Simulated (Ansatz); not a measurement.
# Si on Al(111): change of the work function, part 4 of 5

Aim: the work function of Al(111) at several coverages of Si (fcc site), and the dipole that each adsorbate carries.

Ansatz 0.2.0; plane-wave DFT, PBEsol, Ansatz PAW (the session's first sound run).

So far, work function, upper face (eV): step 2 (the clean slab) 4.07; step 3 (65 atoms, coverage 0.0625 ML, cell 4x4) 4.31; step 4 (37 atoms, coverage 0.111 ML, cell 3x3) 4.50.

### 5. Adsorbate added, k-mesh 6×6×1, coverage 0.25 ML

System of this step: Si/Al(111). The cell holds 17 atoms: 16 Al and 1 Si. Cell: a = 5.728 Å, b = 5.728 Å, c = 26.690 Å, α = 90.0°, β = 90.0°, γ = 60.0°. Vacuum lies along c.

Another coverage, to see how the dipoles act on each other as their distance changes.

The input, input.yaml:

```yaml
crystal:
  lattice:
    - [5.7275649276, 0.0, 0.0]
    - [2.8637824638, 4.9602167292, 0.0]
    - [0.0, 0.0, 26.6895920757]
  atoms:
    - { symbol: Al, position: [0.0, 0.0, 0.3372100995] }
    - { symbol: Al, position: [0.1666666667, 0.1666666667, 0.4248198533] }
    - { symbol: Al, position: [0.3333333333, 0.3333333333, 0.5094791123] }
    - { symbol: Al, position: [0.0, 0.0, 0.5957618588] }
    - { symbol: Al, position: [0.0, 0.5, 0.3372100995] }
    - { symbol: Al, position: [0.1666666667, 0.6666666667, 0.4248198533] }
    - { symbol: Al, position: [0.3333333333, 0.8333333333, 0.5094791123] }
    - { symbol: Al, position: [0.0, 0.5, 0.5957618588] }
    - { symbol: Al, position: [0.5, 0.0, 0.3372100995] }
    - { symbol: Al, position: [0.6666666667, 0.1666666667, 0.4248198533] }
    - { symbol: Al, position: [0.8333333333, 0.3333333333, 0.5094791123] }
    - { symbol: Al, position: [0.5, 0.0, 0.5957618588] }
    - { symbol: Al, position: [0.5, 0.5, 0.3372100995] }
    - { symbol: Al, position: [0.6666666667, 0.6666666667, 0.4248198533] }
    - { symbol: Al, position: [0.8333333333, 0.8333333333, 0.5094791123] }
    - { symbol: Al, position: [0.5, 0.5, 0.5957618588] }
    - { symbol: Si, position: [0.1666666667, 0.1666666667, 0.6627899005] }
kpoints:
  mp_grid: { grid: [6, 6, 1] }
hamiltonian:
  xc: pbesol
scf:
  occupations: { method: fermi_dirac, width: 0.1 }
  convergence: { dr2_threshold: 1.0e-08 }
efield:
  axis: 3
  dipole_correction: true
  ramp_position: 0.97
  ramp_width: 0.06
relax:
  f_tol: 0.02
  max_steps: 60
  constraints: [{ sites: [0, 1, 4, 5, 8, 9, 12, 13] }]
output:
  bader: true
  dos: { projected: true, e_range: [-8, 4] }
  write_potential: true
  write_density: true
  volumetric_format: npy
  elf: true
```

On the command line:

```console
$ ansatz run input.yaml --threads 4 --pin off --max-ram 6144MiB --backend cpu --events-out ev --progress --plain --runs-dir out
```

Numbers of over 12 decimals in the logs are rounded to 6 here.

The log of the run:

```text
[...]
Crystal: 17 atoms, lattice volume = 758.250 Å³
Basis set: ecut = 420 eV, 14921 PW (Γ), exchange–correlation on 80×80×360 points (8 copies of the dense FFT grid, shifted against one another)
Bands: 43, of which v1, the nominal top of the filled ones, is band 26 counted from 1 (25 counted from 0)
Symmetry: 6 space group operations
[...]
2     Al     -0.0298     0.0000
     3     Al      0.4880     0.0014
     4     Al      0.0310     0.0000
     5     Al     -0.0469     0.0000
     6     Al     -0.0298     0.0000
     7     Al      0.4880     0.0014
[...]
13     Al     -0.0468     0.0000
    14     Al      0.0688     0.0000
    15     Al     -0.0065     0.0001
    16     Si     -1.3495     0.0039
  estimated error of the sums over rays = 3.5e-4 e
[key lines of the parts left out:]
SCF converged after 6 iterations
Free energy (F): -9010.182671 eV
Fermi energy:    0.206462 eV
Dipole field:    D = -0.030827 V/Å  (p = -0.129174 e·Å, saw-weighted, corrected)
Work function:   Φ+ = 4.7597 eV   Φ− = 3.9370 eV
```

Elapsed: 50 s, on 4 threads of Arm Neoverse V2, shared host; peak memory 1.2 GiB.

Relaxation path:

```tsv
step	energy less that of the first step (eV)	largest force component (eV/Å)
1	0.0000	0.5553
2	-0.0538	0.0739
3	-0.0558	0.0165
```

Forces are held to the 6 operations that the run works with; a distortion that breaks them can't arise in this run.

The atoms that moved most (Å):

```tsv
atom	dx	dy	dz	length
Al4	-0.055	-0.032	-0.017	0.065
Al8	0.000	0.063	-0.017	0.065
Al12	0.055	-0.032	-0.017	0.065
Si17	0.000	0.000	-0.054	0.054
Al16	0.000	0.000	-0.051	0.051
Al15	0.000	0.000	-0.025	0.025
Al11	-0.003	0.002	-0.021	0.021
Al3	0.003	0.002	-0.021	0.021
```

The relaxed structure:

```cif
data_structure
_symmetry_space_group_name_H-M 'P 1'
_symmetry_Int_Tables_number 1
_cell_length_a 5.7276
_cell_length_b 5.7276
_cell_length_c 26.6896
_cell_angle_alpha 90.000
_cell_angle_beta 90.000
_cell_angle_gamma 60.000
_cell_volume 758.25
loop_
_atom_site_label
_atom_site_type_symbol
_atom_site_fract_x
_atom_site_fract_y
_atom_site_fract_z
_atom_site_occupancy
Al1 Al 0.00000 0.00000 0.33721 1
Al2 Al 0.16667 0.16667 0.42482 1
Al3 Al 0.33369 0.33369 0.50870 1
Al4 Al 0.99364 0.99364 0.59512 1
Al5 Al 0.00000 0.50000 0.33721 1
Al6 Al 0.16667 0.66667 0.42482 1
Al7 Al 0.33369 0.83262 0.50870 1
Al8 Al 0.99364 0.51272 0.59512 1
Al9 Al 0.50000 0.00000 0.33721 1
Al10 Al 0.66667 0.16667 0.42482 1
Al11 Al 0.83262 0.33369 0.50870 1
Al12 Al 0.51272 0.99364 0.59512 1
Al13 Al 0.50000 0.50000 0.33721 1
Al14 Al 0.66667 0.66667 0.42482 1
Al15 Al 0.83333 0.83333 0.50856 1
Al16 Al 0.50000 0.50000 0.59384 1
Si17 Si 0.16667 0.16667 0.66076 1
```

The density of states has structure finer than the step of the table below, so its rows give means over 0.25 eV, whole bins alone (the curve runs from -8 to 1.98 eV). Peaks (eV: height): -5.080: 13.1, -2.920: 14.4, -2.140: 35.3, -0.630: 12.7, -0.270: 24.2, 0.270: 16.8, 1.830: 12.0.

The density of states by energy, zero at the Fermi level; means over each step:

energy (eV), density of states (states/eV a cell) and a bar from the least value:
```
    -7.75        4.4 ########
    -7.50        4.3 ########
    -7.25        3.2 ###
    -7.00        4.3 ########
    -6.75        3.7 #####
    -6.50        5.7 ##############
    -6.25        4.8 ##########
    -6.00        3.3 ####
    -5.75        4.4 ########
    -5.50        2.4 
    -5.25        5.3 ############
    -5.00        7.2 ###################
    -4.75        4.6 #########
    -4.50        5.5 #############
    -4.25        3.4 ####
    -4.00        6.5 #################
    -3.75        5.4 ############
    -3.50        6.8 ##################
    -3.25        4.8 ##########
    -3.00        6.7 #################
    -2.75        5.6 #############
    -2.50        7.4 ####################
    -2.25        8.4 ########################
    -2.00        8.1 #######################
    -1.75        6.8 ##################
    -1.50        7.8 ######################
    -1.25        6.3 ################
    -1.00        8.5 #########################
    -0.75        7.5 #####################
    -0.50        7.6 #####################
    -0.25        7.4 ####################
     0.00        4.8 ##########
     0.25        9.8 ##############################
     0.50        7.2 ####################
     0.75        7.4 ####################
     1.00        6.8 ##################
     1.25        7.5 #####################
     1.50        6.9 ##################
     1.75        9.3 ############################
```

The relaxation took 3 steps and lowered the energy by 0.056 eV; the largest force on the free atoms ends at 0.017 eV/Å.

By hand: a sheet of dipoles makes a step −p/(ε₀A) in the electron's potential. With e/ε₀ = 180.95 V·Å, p = -0.1292 e·Å and A = 28.41 Å², that is −180.95 × (-0.1292) / 28.41 = +0.823 eV, and the two vacuum levels of the run differ by +0.823 eV.

The covered face has 4.76 eV, +0.69 eV against the clean one; the bare back face has moved by -0.12 eV, a measure of how thin the slab is.

### 6. The covered slab, k-mesh 6×6×1, coverage 0.5 ML

System of this step: Si/Al(111). The cell holds 18 atoms: 16 Al and 2 Si. Its edges and angles: a = 5.728 Å, b = 5.728 Å, c = 26.690 Å, α = 90.0°, β = 90.0°, γ = 60.0°. Vacuum lies along c.

Another coverage, to see how the dipoles act on each other as their distance changes.

input.yaml, as its differences from that of step 5:

```diff
@@ -23,2 +23,3 @@
     - { symbol: Si, position: [0.1666666667, 0.1666666667, 0.6627899005] }
+    - { symbol: Si, position: [0.6666666667, 0.1666666667, 0.6627899005] }
 kpoints:
@@ -45,2 +46 @@
   volumetric_format: npy
-  elf: true
```

The log of the run:

```text
[...]
Crystal: 18 atoms, lattice volume = 758.250 Å³
Basis set: ecut = 420 eV, 14921 PW (Γ), exchange–correlation on 80×80×360 points (8 copies of the dense FFT grid, shifted against one another)
Bands: 46, of which v1, the nominal top of the filled ones, is band 28 counted from 1 (27 counted from 0)
Symmetry: 4 space group operations
[...]
2     Al     -0.0488     0.0000
     3     Al      0.5857     0.0030
     4     Al      0.0224     0.0000
     5     Al     -0.0295     0.0000
     6     Al      0.0151     0.0000
     7     Al      0.4315     0.0011
[...]
14     Al      0.0151     0.0000
    15     Al      0.4315     0.0011
    16     Si     -0.9562     0.0040
    17     Si     -0.9562     0.0040
  estimated error of the sums over rays = 4.2e-4 e
[key lines of the parts left out:]
SCF converged after 6 iterations
Free energy (F): -9631.321244 eV
Fermi energy:    0.414042 eV
Dipole field:    D = -0.026780 V/Å  (p = -0.112218 e·Å, saw-weighted, corrected)
Work function:   Φ+ = 4.8140 eV   Φ− = 4.0992 eV
```

Elapsed: 78 s, on 4 threads; peak memory 1.4 GiB.

Step by step:

```tsv
step	energy less that of the first step (eV)	largest force component (eV/Å)
1	0.0000	1.1277
2	-0.2031	0.3863
3	-0.2329	0.0550
4	-0.2337	0.0198
```

Forces are held to the 4 operations that the run works with; a distortion that breaks them can't arise in this run.

The atoms that moved most (Å):

```tsv
atom	dx	dy	dz	length
Si18	0.000	0.060	0.120	0.134
Si17	0.000	0.060	0.120	0.134
Al4	0.000	-0.080	-0.005	0.081
Al12	0.000	-0.080	-0.005	0.081
Al16	0.000	0.045	0.036	0.058
Al8	0.000	0.045	0.036	0.058
Al3	0.000	-0.005	0.046	0.046
Al11	0.000	-0.005	0.046	0.046
```

The relaxed structure:

```xyz
18
Lattice="5.7276 0.0000 0.0000 2.8638 4.9602 0.0000 0.0000 0.0000 26.6896" Properties=species:S:1:pos:R:3
Al    0.0000    0.0000    9.0000
Al    1.4319    0.8267   11.3383
Al    2.8638    1.6483   13.6434
Al    0.0000   -0.0804   15.8955
Al    1.4319    2.4801    9.0000
Al    2.8638    3.3068   11.3383
Al    4.2957    4.1254   13.5837
Al    1.4319    2.5252   15.9367
Al    2.8638    0.0000    9.0000
Al    4.2957    0.8267   11.3383
Al    5.7276    1.6483   13.6434
Al    2.8638   -0.0804   15.8955
Al    4.2957    2.4801    9.0000
Al    5.7276    3.3068   11.3383
Al    7.1595    4.1254   13.5837
Al    4.2957    2.5252   15.9367
Si    1.4319    0.8872   17.8096
Si    4.2957    0.8872   17.8096
```

The relaxation took 4 steps and lowered the energy by 0.23 eV; the largest force on the free atoms ends at 0.020 eV/Å.

The covered face has 4.81 eV, +0.75 eV against the clean one; the bare back face has moved by +0.04 eV, a measure of how thin the slab is.

### 7. The covered slab, k-mesh 12×12×1, coverage 1 ML

System of this step: Si/Al(111). The cell holds 5 atoms: 4 Al and 1 Si. Its edges and angles: a = 2.864 Å, b = 2.864 Å, c = 26.690 Å, α = 90.0°, β = 90.0°, γ = 60.0°. Vacuum lies along c.

Another coverage, to see how the dipoles act on each other as their distance changes.

input.yaml, the sections that differ from step 6:

```yaml
crystal:
  lattice:
    - [2.8637824638, 0.0, 0.0]
    - [1.4318912319, 2.4801083646, 0.0]
    - [0.0, 0.0, 26.6895920757]
  atoms:
    - { symbol: Al, position: [0.0, 0.0, 0.3372100995] }
    - { symbol: Al, position: [0.3333333333, 0.3333333333, 0.4248198533] }
    - { symbol: Al, position: [0.6666666667, 0.6666666667, 0.5094791123] }
    - { symbol: Al, position: [0.0, 0.0, 0.5957618588] }
    - { symbol: Si, position: [0.3333333333, 0.3333333333, 0.6627899005] }
kpoints:
  mp_grid: { grid: [12, 12, 1] }
relax:
  f_tol: 0.02
  max_steps: 60
  constraints: [{ sites: [0, 1] }]
output:
  bader: true
  write_potential: true
  write_density: true
  volumetric_format: npy
# hamiltonian, scf, efield: as in step 6
```

The log of the run:

```text
[...]
Crystal: 5 atoms, lattice volume = 189.563 Å³
Basis set: ecut = 420 eV, 3713 PW (Γ), exchange–correlation on 40×40×360 points (8 copies of the dense FFT grid, shifted against one another)
Bands: 13, of which v1, the nominal top of the filled ones, is band 8 counted from 1 (7 counted from 0)
Symmetry: 6 space group operations
[...]
- { symbol: Al, position: [-1.61253957739577e-17, -1.4802973661453336e-17, 0.597679] }
    - { symbol: Si, position: [0.333333, 0.333333, 0.678712] }
--- Bader charges: 5 sites ---
  site symbol  charge [e]  shift [e]
     0     Al      0.0083     0.0000
     1     Al      0.0001     0.0000
     2     Al     -0.0162     0.0000
     3     Al      0.4800     0.0012
     4     Si     -0.4724     0.0012
  estimated error of the sums over rays = 2.4e-4 e
[key lines of the parts left out:]
SCF converged after 6 iterations
Free energy (F): -2718.497533 eV
Fermi energy:    1.040022 eV
Dipole field:    D = -0.017366 V/Å  (p = -0.018193 e·Å, saw-weighted, corrected)
Work function:   Φ+ = 4.6642 eV   Φ− = 4.2008 eV
```

It took 12 s on 4 threads; peak memory 0.47 GiB; 46 s of CPU time.

The relaxation took 5 steps and lowered the energy by 0.31 eV; the largest force on the free atoms ends at 0.011 eV/Å.

The covered face has 4.66 eV, +0.60 eV against the clean one; the bare back face has moved by +0.15 eV, a measure of how thin the slab is.

### 8. Work function against coverage

This step: plane-wave DFT, PBEsol, Ansatz PAW; work function against coverage (Ansatz 0.2.0).

The runs are now put side by side.

Numbers from this step:

```
work function of the clean face     : 4.065 eV
largest change of the work function : 0.7486 eV
```

Work function of the covered face against coverage:

```tsv
coverage (adsorbates/nm²)	work function of the covered face (eV)
0.00	4.07
0.88	4.31
1.56	4.50
3.52	4.76
7.04	4.81
14.08	4.66
```

The dipole per adsorbate comes from the change of the cell's dipole. Coverage, by row:

```tsv
coverage (1/nm²)	coverage (ML)	work function (eV)	change (eV)	dipole per adsorbate, positive end outwards (debye)	mean height of the added atoms over the highest substrate atom (Å)
0.88	0.0625	4.307	0.2417	-0.787	1.704
1.564	0.1111	4.497	0.4311	-0.761	1.711
3.52	0.25	4.76	0.6943	-0.613	1.752
7.04	0.5	4.814	0.7486	-0.266	1.873
14.08	1	4.664	0.5988	-0.085	2.163
```

### 9. The 0.25 ML cell at another level of theory, functional PBE

This step: plane-wave DFT, PBE, Ansatz PAW (Ansatz 0.2.0).

System of this step: Si/Al(111). The cell holds 17 atoms: 16 Al and 1 Si. Its edges and angles: a = 5.728 Å, b = 5.728 Å, c = 26.690 Å, α = 90.0°, β = 90.0°, γ = 60.0°. Vacuum lies along c.

The geometry is kept and the functional is PBE.

The input, input.yaml:

```yaml
crystal:
  lattice:
    - [5.7275649276, 0.0, 0.0]
    - [2.8637824638, 4.9602167292, 0.0]
    - [0.0, 0.0, 26.6895920757]
  atoms:
    - { symbol: Al, position: [0.0, 0.0, 0.3372100995] }
    - { symbol: Al, position: [0.1666666667, 0.1666666667, 0.4248198533] }
    - { symbol: Al, position: [0.3336879436, 0.3336879436, 0.508699685] }
    - { symbol: Al, position: [-0.006360915, -0.006360915, 0.5951215958] }
    - { symbol: Al, position: [0.0, 0.5, 0.3372100995] }
    - { symbol: Al, position: [0.1666666667, 0.6666666667, 0.4248198533] }
    - { symbol: Al, position: [0.3336879436, 0.8326241127, 0.508699685] }
    - { symbol: Al, position: [-0.006360915, 0.51272183, 0.5951215958] }
    - { symbol: Al, position: [0.5, 0.0, 0.3372100995] }
    - { symbol: Al, position: [0.6666666667, 0.1666666667, 0.4248198533] }
    - { symbol: Al, position: [0.8326241127, 0.3336879436, 0.508699685] }
    - { symbol: Al, position: [0.51272183, -0.006360915, 0.5951215958] }
    - { symbol: Al, position: [0.5, 0.5, 0.3372100995] }
    - { symbol: Al, position: [0.6666666667, 0.6666666667, 0.4248198533] }
    - { symbol: Al, position: [0.8333333333, 0.8333333333, 0.5085585986] }
    - { symbol: Al, position: [0.5, 0.5, 0.5938362198] }
    - { symbol: Si, position: [0.1666666667, 0.1666666667, 0.6607563408] }
kpoints:
  mp_grid: { grid: [6, 6, 1] }
hamiltonian:
  xc: pbe
scf:
  occupations: { method: fermi_dirac, width: 0.1 }
  convergence: { dr2_threshold: 1.0e-08 }
efield:
  axis: 3
  dipole_correction: true
  ramp_position: 0.97
  ramp_width: 0.06
output:
  write_potential: true
  write_density: true
  volumetric_format: npy
```

The log of the run:

```text
[...]
Crystal: 17 atoms, lattice volume = 758.250 Å³
Basis set: ecut = 420 eV, 14921 PW (Γ)
Bands: 43, of which v1, the nominal top of the filled ones, is band 26 counted from 1 (25 counted from 0)
Symmetry: 6 space group operations
[...]
k-points: 7 of 36 (time reversal used)
[...]
SCF iter   1: F=—  HF=-9232.316411 eV  |F-HF|=—  |Δ(HF+E_count)|=         —  Δρ=1.66e-3  dr2=3.98e-1  ethr=1.77e-3  p=-0.115 e·Å  D=-2.74e-2 V/Å  ΔV_dip=0.73 eV  dr2_dipole=1.87e-1  V_vac-E_F(+/−)=4.70/3.97 eV  ⟨swp⟩=12.1  Hψ=1931  notcnv=0  defer=3
[...]
SCF iter   8: F=-9232.304221 eV  HF=-9232.304221 eV  |F-HF|=3.01e-9  |Δ(HF+E_count)|=   2.50e-8  Δρ=3.55e-7  dr2=1.65e-9  ethr=1.92e-11  p=-0.135 e·Å  D=-3.22e-2 V/Å  ΔV_dip=0.86 eV  dr2_dipole=4.38e-11  V_vac-E_F(+/−)=4.74/3.88 eV  ⟨swp⟩=23.9  Hψ=1417  notcnv=0
SCF 1 converged in 8 iterations: F = -9232.304221 eV  dr2 = 1.65e-9
[...]
SCF converged after 8 iterations
Free energy (F): -9232.304221 eV
[...]
Internal energy: -9232.077492 eV  (E = F + TS)
E sigma→0 (E₀):  -9232.190857 eV
Entropy (-TS):   -0.226730 eV (-13.337 meV/atom)
Fermi energy:    0.253955 eV
Dipole field:    D = -0.032224 V/Å  (p = -0.135031 e·Å, saw-weighted, corrected)
Work function:   Φ+ = 4.7365 eV   Φ− = 3.8764 eV
[...]
--- Band table (eV; the first three rows and the last of 7) ---
  k-point 0: bands = [... 22 lower, -2.1285, -1.7576, -0.7440, -0.7440, -0.1122, 0.2206, 0.2993, 0.3161, ... 13 higher]
  k-point 1: bands = [... 22 lower, -1.4488, -1.1461, -0.8546, -0.6803, -0.2916, 0.3088, 0.4975, 0.6009, ... 13 higher]
  k-point 2: bands = [... 22 lower, -0.8034, -0.4273, -0.0225, 0.0471, 0.5348, 0.7265, 0.8264, 0.9479, ... 13 higher]
  k-point 6: bands = [... 22 lower, -0.6305, -0.5263, -0.0843, 0.5606, 0.9699, 1.5105, 1.7349, 1.8702, ... 13 higher]
```

The job ended after 8.6 s (4 threads; peak memory 1.1 GiB; 33 s of CPU time).

This step gave:

```
energy at zero smearing        : -9232.1909 eV
work function, upper face      : 4.736 eV
work function, lower face      : 3.876 eV
dipole along the normal        : -0.1350 e·Å
step between the vacuum levels : 0.8601 eV
```

The work function comes to 4.74 eV, -0.02 eV from the first level.

### 10. The 0.25 ML cell at another level of theory, functional RPBE

This step: plane-wave DFT, RPBE, Ansatz PAW (Ansatz 0.2.0).

The geometry is kept and the functional is RPBE.

input.yaml, as its differences from that of step 9:

```diff
@@ -26,3 +26,3 @@
 hamiltonian:
-  xc: pbe
+  xc: rpbe
 scf:
```

The log of the run:

```text
[...]
Crystal: 17 atoms, lattice volume = 758.250 Å³
Basis set: ecut = 420 eV, 14921 PW (Γ)
Bands: 43, of which v1, the nominal top of the filled ones, is band 26 counted from 1 (25 counted from 0)
Symmetry: 6 space group operations
[...]
k-points: 7 of 36 (time reversal used)
[...]
SCF iter   1: F=—  HF=-9282.725709 eV  |F-HF|=—  |Δ(HF+E_count)|=         —  Δρ=1.96e-3  dr2=4.34e-1  ethr=1.77e-3  p=-0.115 e·Å  D=-2.74e-2 V/Å  ΔV_dip=0.73 eV  dr2_dipole=2.18e-1  V_vac-E_F(+/−)=4.60/3.87 eV  ⟨swp⟩=14.0  Hψ=1980  notcnv=0  defer=3
[...]
SCF iter   8: F=-9282.709891 eV  HF=-9282.709891 eV  |F-HF|=3.31e-9  |Δ(HF+E_count)|=   3.49e-8  Δρ=4.42e-7  dr2=3.03e-9  ethr=1.92e-11  p=-0.140 e·Å  D=-3.33e-2 V/Å  ΔV_dip=0.89 eV  dr2_dipole=2.19e-11  V_vac-E_F(+/−)=4.69/3.80 eV  ⟨swp⟩=21.3  Hψ=1416  notcnv=0
SCF 1 converged in 8 iterations: F = -9282.709891 eV  dr2 = 3.03e-9
[...]
SCF converged after 8 iterations
Free energy (F): -9282.709891 eV
[...]
Internal energy: -9282.483679 eV  (E = F + TS)
E sigma→0 (E₀):  -9282.596785 eV
Entropy (-TS):   -0.226212 eV (-13.307 meV/atom)
Fermi energy:    0.330047 eV
Dipole field:    D = -0.033301 V/Å  (p = -0.139543 e·Å, saw-weighted, corrected)
Work function:   Φ+ = 4.6898 eV   Φ− = 3.8010 eV
[...]
--- Band table (eV; the first three rows and the last of 7) ---
  k-point 0: bands = [... 22 lower, -2.0423, -1.6691, -0.6662, -0.6662, -0.0227, 0.3100, 0.3772, 0.4030, ... 13 higher]
  k-point 1: bands = [... 22 lower, -1.3751, -1.0636, -0.7708, -0.5916, -0.2077, 0.3858, 0.5687, 0.6786, ... 13 higher]
  k-point 2: bands = [... 22 lower, -0.7218, -0.3519, 0.0537, 0.1228, 0.6105, 0.7971, 0.9046, 1.0219, ... 13 higher]
  k-point 6: bands = [... 22 lower, -0.5661, -0.4611, 0.0051, 0.6329, 1.0702, 1.5816, 1.8221, 1.9500, ... 13 higher]
```

Elapsed: 8.8 s, on 4 threads; peak memory 1.1 GiB; 34 s of CPU time.

Numbers from this step:

| Item | Value |
| --- | --- |
| energy at zero smearing | -9282.5968 eV |
| work function, upper face | 4.690 eV |
| work function, lower face | 3.801 eV |
| dipole along the normal | -0.1395 e·Å |
| step between the vacuum levels | 0.8888 eV |

The work function comes to 4.69 eV, -0.07 eV from the first level.

(Part 4 of 5 ends here.)

[Logs are printed without paths, hosts, clocks, repeated set-up lines and the standing remarks that a program may print on its own settings, such as how far it seeks lower states.]

[Hosts, paths, dates, database ids (printed as entryN), source tags and the programs' standing remarks are cut or masked in the printed files.]

[Maps of the electrostatic potential energy from Ansatz leave out the sawtooth potential of an applied field or a dipole correction, so their vacuum need not be flat; planar profiles and work functions include it.]

[The density of states shown here was stored with 400 of the rows of the run's finer table, so its peaks can read low, often by over a quarter, or be missed, and its means over a window can be off by a tenth or more.]
